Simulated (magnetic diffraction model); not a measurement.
# Magnetic neutron pattern of PrTlSi

Space group Pnma (no. 62), a = 8.0790 Å, b = 4.6100 Å, c = 8.8590 Å.

| site | atom | x | y | z |
| --- | --- | --- | --- | --- |
| 4c | Tl | 0.8589 | 3/4 | 0.9334 |
| 4c | Pr | 0.9858 | 3/4 | 0.3175 |
| 4c | Si | 0.7205 | 3/4 | 0.6138 |

This is a made-up structure (elements placed in a structure type, unrelaxed), so the numbers test the method and describe no known phase.

Only Pr is taken to order (form factors of Pr3+); orders and moment sizes are assumed, and not adapted to the symmetry. Radiation: neutrons of λ = 2.0775 Å, 8° to 55°; isotropic B of 0.47 Å² (Tl), 0.58 Å² (Pr) and 0.94 Å² (Si). The intensities are simulated: I ∝ L Σ (|F_N|² + |F_M⊥|²) for unpolarised neutrons, with F_M = 2.695 fm/μB × Σ f(s) S exp(2πi Q·r) exp(−B s²) at Q = H ± k (one set where k and −k are equivalent), only the part normal to Q counting and L = 1/(sin²θ cos θ). For collinear order S is the moment m, which repeats by lattice and centring translations R with the sign exp(−2πi k·R). Form factors are spin-only for 3d ions and dipole or tabulated for f ions, scattering lengths are Sears's of 1992, and absorption is left out. A label names one of the reflections at its angle. The strongest nuclear line in the range is 100, and lines under 0.2 are left out.

Assume the order k = (0 0 1/2), collinear moments along [111], 2.6 μB on Pr; signs + at (0.9858, 3/4, 0.3175), − at (0.5142, 1/4, 0.8175), + at (0.4858, 3/4, 0.1825), − at (0.0142, 1/4, 0.6825).

Predict the pattern, nuclear and magnetic parts apart.

```csv
2θ (°),index,nuclear,magnetic
16.25,(1 0 1/2),0.0,3.0
20.04,(1 0 1),40.6,0.0
20.26,(0 0 3/2),0.0,11.1
25.17,(1 0 3/2),0.0,7.1
26.93,(0 1 1/2),0.0,29.5
27.12,(0 0 2),9.3,0.0
29.43,(0 1 1),6.0,0.0
29.80,(2 0 0),0.8,0.0
30.59,(2 0 1/2),0.0,14.2
30.85,(1 1 1/2),0.0,1.9
31.02,(1 0 2),2.2,0.0
32.83,(2 0 1),3.5,0.0
33.08,(1 1 1),19.5,0.0
33.22,(0 1 3/2),0.0,11.2
34.09,(0 0 5/2),0.0,1.4
36.30,(2 0 3/2),0.0,9.0
36.53,(1 1 3/2),0.0,10.1
37.34,(1 0 5/2),0.0,8.2
39.99,(2 1 0),47.8,0.0
40.59,(2 1 1/2),0.0,21.8
40.73,(2 0 2),16.2,0.0
40.94,(1 1 2),100.0,0.0
42.38,(2 1 1),73.2,0.0
43.40,(0 1 5/2),0.0,2.0
43.99,(1 0 3),20.5,0.0
45.22,(2 1 3/2),0.0,9.1
45.90,(2 0 5/2),0.0,1.1
45.93,(3 0 1/2),0.0,0.3
46.09,(1 1 5/2),0.0,10.7
47.55,(3 0 1),61.9,0.0
48.99,(2 1 2),26.6,0.0
49.38,(0 1 3),89.5,0.0
50.17,(3 0 3/2),0.0,1.4
50.94,(1 0 7/2),0.0,4.5
51.66,(2 0 3),24.8,0.0
51.84,(1 1 3),20.9,0.0
53.53,(2 1 5/2),0.0,3.0
53.56,(3 1 1/2),0.0,0.5
53.57,(0 2 0),68.5,0.0
53.67,(3 0 2),24.3,0.0
54.06,(0 2 1/2),0.0,6.7
```

The strongest magnetic line in the range is (0 1 1/2) at 26.93° (29.5). Below the range, at 6.72°, lies the magnetic line (0 0 1/2) with 153. On top of the Lorentz factor, which all lines share, magnetic lines fade with angle because f falls: for Pr3+ it is 0.97, 0.88, 0.76 and 0.50 at sin θ/λ = 0.1, 0.2, 0.3 and 0.5 Å⁻¹, while nuclear lengths stay constant. The order has no net moment.

[Logs are printed without paths, hosts, clocks, repeated set-up lines and the standing remarks that a program may print on its own settings, such as how far it seeks lower states.]
